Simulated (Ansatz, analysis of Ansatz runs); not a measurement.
# Reproducing a measured hyperfine coupling: NV- centre in 3C-SiC

Aim: the hyperfine coupling of the NV- centre in 3C-SiC, to be set beside the measurement. Set-up: PBE, 64-site cell, PBE lattice, 420 eV, k: the single point 1/4 1/4 1/4 then 2x2x2 shifted 0.5 0.5 0.5. The model is a cell of 64 host atoms with 1 site emptied and N put on another atom's site. The isotropic coupling follows from the spin density at the nucleus, the nuclear g-factor and the total spin. A local or semilocal functional is the cheapest first rung.

**The experiment.** 14N, isotropic part (sign not measured) (size measured, sign taken from theory): -1.26 MHz, by EPR (quoted in “Characterization and formation of NV centers in 3C, 4H and 6H SiC: an ab initio study”, 2017, A. Csóré et al., quoting earlier work (2016)).

Main program and level: Ansatz 0.2.0; plane-wave PAW DFT, PBE; relaxation of all atoms of a defect supercell.

## Step 1: Starting point

The cell holds 63 atoms: 31 Si, 31 C and 1 N. Its edges and angles: a = 8.759 Å, b = 8.759 Å, c = 8.759 Å, α = 90.0°, β = 90.0°, γ = 90.0°. It derives from SiC (space group F-43m). Nearest the centre at fractional (0.500, 0.500, 0.500): C23 at 1.90 Å, N16 at 1.90 Å, C60 at 1.90 Å, C38 at 1.90 Å, Si28 at 3.10 Å, Si27 at 3.10 Å, Si19 at 3.10 Å, Si12 at 3.10 Å. The cell carries charge −1.

The host's primitive cell comes from a first run (plane-wave PAW DFT, PBE; relaxation of the host's cell and atoms): vectors of 3.097, 3.097 and 3.097 Å. That is 10.50 Å³ an atom, 1.5 % over the diffraction cell's volume. The supercell is built on it.

## Step 2: Relaxation, charge −1

Every later number rests on the structure around the defect, so the atoms are relaxed at the host's lattice first.

relax/input.yaml reads:

```yaml
relax:
  f_tol: 0.02
  max_steps: 80
  random_displacement: { amplitude: 0.02, seed: 849 }
crystal:
  lattice:
    - [8.7594568, 0.0, 0.0]
    - [0.0, 0.0, -8.7594568]
    - [0.0, 8.7594568, 0.0]
  atoms:
    - { symbol: Si, position: [0.0, 0.0, 0.0] }
    - { symbol: Si, position: [0.0, 0.25, 0.25] }
    - { symbol: Si, position: [0.25, 0.0, 0.25] }
    - { symbol: Si, position: [0.25, 0.25, 0.0] }
    - { symbol: C, position: [0.125, 0.125, 0.125] }
    - { symbol: C, position: [0.125, 0.375, 0.375] }
    - { symbol: C, position: [0.375, 0.125, 0.375] }
    - { symbol: C, position: [0.375, 0.375, 0.125] }
    - { symbol: Si, position: [0.0, 0.0, 0.5] }
    - { symbol: Si, position: [0.0, 0.25, 0.75] }
    - { symbol: Si, position: [0.25, 0.0, 0.75] }
    - { symbol: Si, position: [0.25, 0.25, 0.5] }
    - { symbol: C, position: [0.125, 0.125, 0.625] }
    - { symbol: C, position: [0.125, 0.375, 0.875] }
    - { symbol: C, position: [0.375, 0.125, 0.875] }
    - { symbol: "N", position: [0.375, 0.375, 0.625] }
    - { symbol: Si, position: [0.0, 0.5, 0.0] }
    - { symbol: Si, position: [0.0, 0.75, 0.25] }
    - { symbol: Si, position: [0.25, 0.5, 0.25] }
    - { symbol: Si, position: [0.25, 0.75, 0.0] }
    - { symbol: C, position: [0.125, 0.625, 0.125] }
    - { symbol: C, position: [0.125, 0.875, 0.375] }
    - { symbol: C, position: [0.375, 0.625, 0.375] }
    - { symbol: C, position: [0.375, 0.875, 0.125] }
    - { symbol: Si, position: [0.0, 0.5, 0.5] }
    - { symbol: Si, position: [0.0, 0.75, 0.75] }
    - { symbol: Si, position: [0.25, 0.5, 0.75] }
    - { symbol: Si, position: [0.25, 0.75, 0.5] }
    - { symbol: C, position: [0.125, 0.625, 0.625] }
    - { symbol: C, position: [0.125, 0.875, 0.875] }
    - { symbol: C, position: [0.375, 0.625, 0.875] }
    - { symbol: C, position: [0.375, 0.875, 0.625] }
    - { symbol: Si, position: [0.5, 0.0, 0.0] }
    - { symbol: Si, position: [0.5, 0.25, 0.25] }
    - { symbol: Si, position: [0.75, 0.0, 0.25] }
    - { symbol: Si, position: [0.75, 0.25, 0.0] }
    - { symbol: C, position: [0.625, 0.125, 0.125] }
    - { symbol: C, position: [0.625, 0.375, 0.375] }
    - { symbol: C, position: [0.875, 0.125, 0.375] }
    - { symbol: C, position: [0.875, 0.375, 0.125] }
    - { symbol: Si, position: [0.5, 0.0, 0.5] }
    - { symbol: Si, position: [0.5, 0.25, 0.75] }
    - { symbol: Si, position: [0.75, 0.0, 0.75] }
    - { symbol: Si, position: [0.75, 0.25, 0.5] }
    - { symbol: C, position: [0.625, 0.125, 0.625] }
    - { symbol: C, position: [0.625, 0.375, 0.875] }
    - { symbol: C, position: [0.875, 0.125, 0.875] }
    - { symbol: C, position: [0.875, 0.375, 0.625] }
    - { symbol: Si, position: [0.5, 0.5, 0.0] }
    - { symbol: Si, position: [0.5, 0.75, 0.25] }
    - { symbol: Si, position: [0.75, 0.5, 0.25] }
    - { symbol: Si, position: [0.75, 0.75, 0.0] }
    - { symbol: C, position: [0.625, 0.625, 0.125] }
    - { symbol: C, position: [0.625, 0.875, 0.375] }
    - { symbol: C, position: [0.875, 0.625, 0.375] }
    - { symbol: C, position: [0.875, 0.875, 0.125] }
    - { symbol: Si, position: [0.5, 0.75, 0.75] }
    - { symbol: Si, position: [0.75, 0.5, 0.75] }
    - { symbol: Si, position: [0.75, 0.75, 0.5] }
    - { symbol: C, position: [0.625, 0.625, 0.625] }
    - { symbol: C, position: [0.625, 0.875, 0.875] }
    - { symbol: C, position: [0.875, 0.625, 0.875] }
    - { symbol: C, position: [0.875, 0.875, 0.625] }
total_charge: -1
basis:
  ecutwfc: 420
  xc_grid: 2
hamiltonian:
  xc: pbe
kpoints:
  mp_grid: { grid: [1, 1, 1], shift: [0.25, 0.25, 0.25] }
magnetization:
  spin_polarized: true
  initial_magnetization: 2
  spin_locking: { lock_magnetization: hard }
scf:
  occupations: { method: fermi_dirac, width: 0.01 }
  max_iter: 120
output:
  forces: true
checkpoint:
  write: "../relax.run"
  compress: false
  write_wavefunctions: true
  write_every: 100000
```

The run is started by

```
ansatz run input.yaml --threads 2 --pin off --max-ram 3768MiB --backend cpu --events-out ev --progress --plain --runs-dir out
```

Numbers of over 12 decimals in the logs are rounded to 6 here.

What it wrote:

```text
[... repeated set-up lines and file paths are left out, and long positions are rounded to six places ...]
Engine: ansatz 0.2.0, x86_64-unknown-linux-gnu
Pseudopotentials: kind: paw
Pseudopotential: Si, paw, valence charge 4, recommended cutoff 420 eV (normal), Si.paw.azcp
Pseudopotential: C, paw, valence charge 4, recommended cutoff 420 eV (normal), C.paw.azcp
Pseudopotential: N, paw, valence charge 5, recommended cutoff 420 eV (normal), N.paw.azcp
Functional definition: PBE
  parameter kappa = 0.804
  parameter beta = 0.066725
  exchange = pbe_x(kappa = kappa, mu = beta*pi^2/3)
  correlation = pbe_c(beta = beta)
Crystal: 63 atoms, lattice volume = 672.096 Å³
Basis set: ecut = 420 eV, 13205 PW (Γ), exchange–correlation on 120×120×120 points (8 copies of the dense FFT grid, shifted against one another)
Bands: 191, of which v1, the nominal top of the filled ones, is band 127 counted from 1 (126 counted from 0)
Symmetry: 1 space group operations
k-points: 1
Non-local potential: Si, projectors of the file, l = 0: 2, l = 1: 2, l = 2: 2
Non-local potential: C, projectors of the file, l = 0: 2, l = 1: 2, l = 2: 1
Non-local potential: N, projectors of the file, l = 0: 2, l = 1: 2, l = 2: 1
PAW form: soft (Blöchl's): semilocal exchange-correlation on the pseudo side does not see the compensation charge
PAW one-centre angular grid: Si, 110 points (default); XC on 64 Gauss nodes
PAW one-centre angular grid: C, 110 points (default); XC on 64 Gauss nodes
PAW one-centre angular grid: N, 110 points (default); XC on 64 Gauss nodes
Initial density: superposition of atomic densities (chi_scale 0.1, normalization cell, long waves kept (reshape's long-wave potential 0.29 eV rms))
Starting moments: Σ|m| = 2 μB on 63 of 63 sites
Initial wavefunctions: pseudopotential atomic-orbital guess
Functional: x = pbe(κ = 0.804, μ = 0.219515), c = pbe(β = 0.066725)
SCF iter   1: F=—  HF=-27923.664263 eV  |F-HF|=—  |Δ(HF+E_count)|=         —  Δρ=7.48e-2 (↑7.33e-2 ↓7.48e-2)  dr2=1.89e2  dr2_m=6.49e-1  M=2.000 μB ∫|m|=2.022 μB  β_m=0.30  ethr=3.10e-3  ⟨swp⟩=6.0  Hψ=1680  notcnv=0  defer=58
preconditioner: auto → Resta (q_TF=auto, 2.320 Å⁻¹)  ε∞=4.3  [insulator: Δε(μ)=0.135 eV  Ē_g=12.552 eV  σ=0.010 eV  W_gap=1.00  n_scr=146 (ndim 8)  ℏωp=22.8 eV  f_vac=0.000  D(μ)=0.23/eV (n_scr^D=0)  ε∞_Penn≈4.3]
spin=Collinear: Resta preconditioning applied to the charge; magnetization (m = ρ↑ − ρ↓) channel mixes plain (no charge-response kernel on spin).
SCF iter   2: F=—  HF=-27885.377154 eV  |F-HF|=—  |Δ(HF+E_count)|=    3.83e1  Δρ=4.18e-2 (↑4.06e-2 ↓4.18e-2)  dr2=5.33e1  dr2_m=3.50e-1  M=2.000 μB ∫|m|=2.040 μB  β_m=0.45  ethr=3.10e-3  ⟨swp⟩=3.0  Hψ=713  notcnv=0  defer=117
SCF iter   3: F=—  HF=-27871.823810 eV  |F-HF|=—  |Δ(HF+E_count)|=    1.36e1  Δρ=2.12e-2 (↑1.54e-2 ↓2.12e-2)  dr2=1.04e1  dr2_m=1.91e-1  M=2.000 μB ∫|m|=2.109 μB  β_m=0.42  ethr=3.10e-3  ⟨swp⟩=3.0  Hψ=627  notcnv=0  defer=117
SCF iter   4: F=—  HF=-27870.661878 eV  |F-HF|=—  |Δ(HF+E_count)|=    1.16e0  Δρ=8.90e-3 (↑8.65e-3 ↓8.90e-3)  dr2=1.26e0  dr2_m=2.25e-2  M=2.000 μB ∫|m|=2.100 μB  β_m=0.63  ethr=3.10e-3  ⟨swp⟩=2.0  Hψ=524  notcnv=0  defer=117
SCF iter   5: F=—  HF=-27870.650517 eV  |F-HF|=—  |Δ(HF+E_count)|=   1.14e-2  Δρ=3.37e-3 (↑2.25e-3 ↓3.37e-3)  dr2=2.80e-1  dr2_m=4.44e-3  M=2.000 μB ∫|m|=2.146 μB  β_m=0.55  ethr=4.98e-4  ⟨swp⟩=3.0  Hψ=558  notcnv=0  defer=117
SCF iter   6: F=—  HF=-27870.623300 eV  |F-HF|=—  |Δ(HF+E_count)|=   2.72e-2  Δρ=1.25e-3 (↑6.81e-4 ↓1.25e-3)  dr2=2.39e-2  dr2_m=1.48e-3  M=2.000 μB ∫|m|=2.155 μB  β_m=0.65  ethr=1.10e-4  ⟨swp⟩=2.0  Hψ=529  notcnv=0  defer=117
SCF iter   7: F=—  HF=-27870.627276 eV  |F-HF|=—  |Δ(HF+E_count)|=   3.98e-3  Δρ=5.48e-4 (↑3.12e-4 ↓5.48e-4)  dr2=3.40e-3  dr2_m=4.81e-4  M=2.000 μB ∫|m|=2.159 μB  β_m=0.78  ethr=9.41e-6  ⟨swp⟩=2.0  Hψ=495  notcnv=0  defer=117
SCF iter   8: F=—  HF=-27870.628272 eV  |F-HF|=—  |Δ(HF+E_count)|=   9.95e-4  Δρ=1.97e-4 (↑1.17e-4 ↓1.97e-4)  dr2=6.67e-4  dr2_m=6.32e-5  M=2.000 μB ∫|m|=2.160 μB  β_m=0.79  ethr=1.34e-6  ⟨swp⟩=2.5  Hψ=591  notcnv=0  defer=117
SCF iter   9: F=—  HF=-27870.628325 eV  |F-HF|=—  |Δ(HF+E_count)|=   5.31e-5  Δρ=6.33e-5 (↑2.41e-5 ↓6.33e-5)  dr2=4.97e-5  dr2_m=8.01e-6  M=2.000 μB ∫|m|=2.161 μB  β_m=0.84  ethr=2.63e-7  ⟨swp⟩=2.0  Hψ=490  notcnv=0  defer=117
SCF iter  10: F=—  HF=-27870.628328 eV  |F-HF|=—  |Δ(HF+E_count)|=   3.05e-6  Δρ=2.93e-5 (↑1.04e-5 ↓2.93e-5)  dr2=1.17e-5  dr2_m=1.75e-6  M=2.000 μB ∫|m|=2.161 μB  β_m=0.83  ethr=3.94e-9  ⟨swp⟩=4.5  Hψ=1032  notcnv=0
SCF iter  11: F=—  HF=-27870.628328 eV  |F-HF|=—  |Δ(HF+E_count)|=   6.94e-8  Δρ=1.67e-5 (↑4.13e-6 ↓1.67e-5)  dr2=3.63e-6  dr2_m=5.05e-7  M=2.000 μB ∫|m|=2.161 μB  β_m=0.87  ethr=3.94e-9  ⟨swp⟩=3.5  Hψ=871  notcnv=0
SCF iter  12: F=-27870.628328 eV  HF=-27870.628328 eV  |F-HF|=2.98e-7  |Δ(HF+E_count)|=   6.43e-8  Δρ=3.86e-6 (↑2.79e-6 ↓3.86e-6)  dr2=4.37e-7  dr2_m=7.72e-9  M=2.000 μB ∫|m|=2.161 μB  ethr=1.43e-9  ⟨swp⟩=3.5  Hψ=871  notcnv=0
SCF 1 converged in 12 iterations: F = -27870.628328 eV  dr2 = 4.37e-7
  greatest PAW one-centre occupation: 0.794 electrons in one spin orbital (limit 2), on the N atom at site 15 (counted from 0), in its partial waves of l = 0
relax step   1: F+E_penalty+E_count = -27870.62832750 eV  Δ(F+E_penalty+E_count) = +0.000e0 eV  max|allowed force component| = 1.734e0 eV/Å  Δτ_max = 0.0000 Å  (12 SCF iters, dr2 threshold 1.00e-5 eV, accepted)
[... the SCF cycles and remarks between the steps are left out from here to the last step ...]
relax step   2: F+E_penalty+E_count = -27871.62128688 eV  Δ(F+E_penalty+E_count) = -9.930e-1 eV  max|allowed force component| = 9.794e-1 eV/Å  Δτ_max = 0.1623 Å  (7 SCF iters, dr2 threshold 1.00e-4 eV, accepted)
relax step   3: F+E_penalty+E_count = -27871.94512977 eV  Δ(F+E_penalty+E_count) = -3.238e-1 eV  max|allowed force component| = 3.273e-1 eV/Å  Δτ_max = 0.0633 Å  (6 SCF iters, dr2 threshold 6.00e-5 eV, accepted)
relax step   4: F+E_penalty+E_count = -27871.95663079 eV  Δ(F+E_penalty+E_count) = -1.150e-2 eV  max|allowed force component| = 1.369e-1 eV/Å  Δτ_max = 0.0293 Å  (6 SCF iters, dr2 threshold 1.20e-5 eV, accepted)
relax step   5: F+E_penalty+E_count = -27871.96313214 eV  Δ(F+E_penalty+E_count) = -6.501e-3 eV  max|allowed force component| = 7.820e-3 eV/Å  Δτ_max = 0.0185 Å  (6 SCF iters, dr2 threshold 2.09e-6 eV, accepted)
iter 1 solved again at ethr=6.64e-11 eV; its pass at ethr=3.10e-3 eV (dr2=1.69e-7 eV) is discarded
SCF iter   1: F=—  HF=-27871.963132 eV  |F-HF|=—  |Δ(HF+E_count)|=         —  Δρ=2.77e-6 (↑2.40e-6 ↓2.77e-6)  dr2=1.68e-7  dr2_m=5.18e-9  M=2.000 μB ∫|m|=2.156 μB  β_m=0.30  ethr=6.64e-11  ⟨swp⟩=1.0  Hψ=1062  notcnv=0  defer=117
iter 2 did not close the SCF: its close was put off for a magnetic moment that had not settled (scf_convergence_deferred on its scf_iter line)
SCF iter   2: F=-27871.963132 eV  HF=-27871.963132 eV  |F-HF|=3.78e-8  |Δ(HF+E_count)|=   2.55e-8  Δρ=1.90e-6 (↑1.78e-6 ↓1.90e-6)  dr2=7.97e-8  dr2_m=2.41e-9  M=2.000 μB ∫|m|=2.156 μB  β_m=0.60  ethr=3.94e-11  ⟨swp⟩=2.0  Hψ=907  notcnv=0
SCF iter   3: F=-27871.963132 eV  HF=-27871.963132 eV  |F-HF|=1.34e-9  |Δ(HF+E_count)|=   5.17e-8  Δρ=9.11e-7 (↑5.90e-7 ↓9.11e-7)  dr2=2.12e-8  dr2_m=7.98e-10  M=2.000 μB ∫|m|=2.156 μB  ethr=3.14e-11  ⟨swp⟩=1.0  Hψ=909  notcnv=0
SCF 6 converged in 3 iterations: F = -27871.963132 eV  dr2 = 2.12e-8
relax step   6: F+E_penalty+E_count = -27871.96313220 eV  Δ(F+E_penalty+E_count) = -5.785e-8 eV  max|allowed force component| = 7.819e-3 eV/Å  Δτ_max = 0.0000 Å  (3 SCF iters, accepted)
NSCF: frozen V_eff on 1 k-points
the band table was solved once a step of the walk had ended and its energy, with any forces and stress, was formed, with the checks that follow a solve (1917 applications of the Hamiltonian). They found nothing against the state; [...]
SCF converged after 3 iterations
Magnetization: 2.0000 μB (128.0000 up, 126.0000 down)
Absolute magnetization: 2.1590 μB (∫|ρ↑−ρ↓|, with the PAW one-centre terms)
Spin contamination: 0.0118 ħ² per cell (⟨S²⟩ above its minimum at these occupations)
Per-site moments (μB) at R_I (Å): [(3.159155179027637e-5, 0.780174), (-0.000331625, 0.781650), (-0.00033139, 0.781608), [... 60 left out ...]
Free energy (F): -27871.963132 eV
Harris-Foulkes:  -27871.963132 eV  (|F-HF|=1.34e-9)
Internal energy: -27871.963132 eV  (E = F + TS)
E sigma→0 (E₀):  -27871.963132 eV
Fermi energy:    9.808883 (↑ 10.403956, ↓ 9.762332) eV
--- Per-component energies (eV) ---
  E_band       = 789.679997
  E_kinetic    = 4323.914050
  E_local      = -3692.324202  (includes V_loc(G=0)·N_el)
  E_nonlocal   = 1651.533405
  E_hartree    = 1136.973741
  E_xc         = -3329.232903
  E_vxc        = -3464.546774  (∫ρ·V_xc dr)
  E_paw        = -19100.430627  (= ΣΔE_a)
  E_vpaw       = -302.843508  (= ΣTr[D̂ρ^β])
  E_aug_tail   = 0.000459  (compensation charges beyond the density's cutoff)
  E_ewald      = -8862.397055
  E_smearing   = -0.000000  (= −TS)
  E_closure    = 0.000000  (closes the sum)
  E_deformation_potential = -17.411678  (in the stress; not in F)
  Σ components = -27871.963132   (vs F -27871.963132, Δ=0.00e0)
--- Forces (eV/Å), atoms counted from 1 ---
  atom   1  Si     0.00058205    -0.00105213     0.00015785
  atom   2  Si     0.00099549     0.00080228     0.00042071
  [... 3 atoms left out ...]
  atom   6  C     -0.00280374    -0.00076386     0.00093083
  atom   7  C     -0.00141084    -0.00236031     0.00155768
  [... 4 atoms left out ...]
  atom  12  Si    -0.00648126     0.00197819     0.00608677
  [... 3 atoms left out ...]
  atom  16  N      0.00142349     0.00092169    -0.00031799
  [... 6 atoms left out ...]
  atom  23  C     -0.00346063    -0.00212877    -0.00298968
  [... 3 atoms left out ...]
  atom  27  Si    -0.00393346     0.00316154     0.00037517
  [... 10 atoms left out ...]
  atom  38  C      0.00155782    -0.00405772     0.00406676
  [... 3 atoms left out ...]
  atom  42  Si    -0.00196679     0.00525057     0.00273896
  [... 2 atoms left out ...]
  atom  45  C      0.00030535     0.00047249     0.00438052
  [... 14 atoms left out ...]
  atom  60  C      0.00460068     0.00417122    -0.00371743
  [... 3 atoms left out ...]
  max |Σ_I F_I| component: 3.97e-5 eV/Å
--- Band table (eV) ---
  k-point 0 ↑: bands = ["-6.7624", "-5.8751", "-5.2639", "-5.1714", [... 183 left out ...] "16.9638", "16.9639", "16.9839", "17.0052"]
  k-point 0 ↓: bands = ["-6.7524", "-5.8501", "-5.2361", "-5.1426", [... 183 left out ...] "16.9889", "16.9946", "17.0037", "17.0304"]
--- Relaxed structure (6 steps of the walk, 6 accepted, 0 SCFs on fresh bases) ---
  F+E_penalty+E_count = -27871.96313220 eV   max|allowed force component| = 7.819e-3 eV/Å
  atoms:
    - { symbol: Si, position: [-0.000224, 6.852944254139965e-5, 0.000139] }
    - { symbol: Si, position: [0.000262, 0.250766, 0.251195] }
    [... 3 atoms left out ...]
    - { symbol: C, position: [0.127590, 0.375619, 0.377843] }
    - { symbol: C, position: [0.375331, 0.127878, 0.377846] }
    [... 4 atoms left out ...]
    - { symbol: Si, position: [0.251113, 0.251402, 0.505270] }
    [... 3 atoms left out ...]
    - { symbol: N, position: [0.358810, 0.359104, 0.640491] }
    [... 6 atoms left out ...]
    - { symbol: C, position: [0.367161, 0.636428, 0.365250] }
    [... 3 atoms left out ...]
    - { symbol: Si, position: [0.251627, 0.494832, 0.748354] }
    [... 10 atoms left out ...]
    - { symbol: C, position: [0.636128, 0.367462, 0.365253] }
    [... 3 atoms left out ...]
    - { symbol: Si, position: [0.494549, 0.251916, 0.748343] }
    [... 2 atoms left out ...]
    - { symbol: C, position: [0.622529, 0.127963, 0.625307] }
    [... 14 atoms left out ...]
    - { symbol: C, position: [0.635864, 0.636152, 0.632987] }
    [... 3 atoms left out ...]
```

The job ended after 71 s (2 threads of Intel Xeon Platinum 8488C (Sapphire Rapids), shared host; peak memory 1.7 GiB).

The steps of the relaxation:

```tsv
step	energy less that of the first step (eV)	largest force component (eV/Å)
1	0.0000	1.7340
2	-0.9930	0.9794
3	-1.3168	0.3273
4	-1.3283	0.1369
5	-1.3348	0.0078
6	-1.3348	0.0078
```

The atoms that moved most (Å, from the sites as typed, ahead of the random displacement, the mean shift of all atoms taken out):

```tsv
atom	dx	dy	dz	length
N16	-0.142	0.134	0.142	0.241
C60	0.095	0.068	-0.095	0.151
C23	-0.069	-0.087	-0.098	0.148
C38	0.098	-0.087	0.068	0.148
Si27	0.014	-0.016	0.048	0.052
Si42	-0.048	-0.016	-0.014	0.052
Si12	0.010	0.045	-0.010	0.047
C7	0.003	0.023	-0.023	0.033
```

Neighbours of the ideal centre at the end:

```tsv
atom	distance (Å)
C38	2.040
C23	2.043
C60	2.048
N16	2.137
Si44	3.065
Si34	3.067
Si58	3.067
Si28	3.068
Si19	3.069
Si57	3.069
Si42	3.075
Si27	3.077
Si12	3.082
Si59	3.085
Si51	3.085
Si50	3.087
```

Read from the output:

| Item | Value |
| --- | --- |
| free energy | -27871.9631 eV |
| total moment | 2 μB |
| integral of the absolute spin density | 2.159 μB |
| spin contamination | 0.01184 |

The relaxation ends 21 meV an atom lower than the displaced start, with a largest force component of 0.0078 eV/Å.

(Continued in part 2 of 2.)

[Logs are printed without paths, hosts, clocks, repeated set-up lines and the standing remarks that a program may print on its own settings, such as how far it seeks lower states.]

[Hosts, paths, dates, database ids (printed as entryN), source tags and the programs' standing remarks are cut or masked in the printed files.]

[For some hosts the program warned that the k-mesh of the response run may be too coarse for force constants and the static dielectric constant; such warnings are not shown here.]
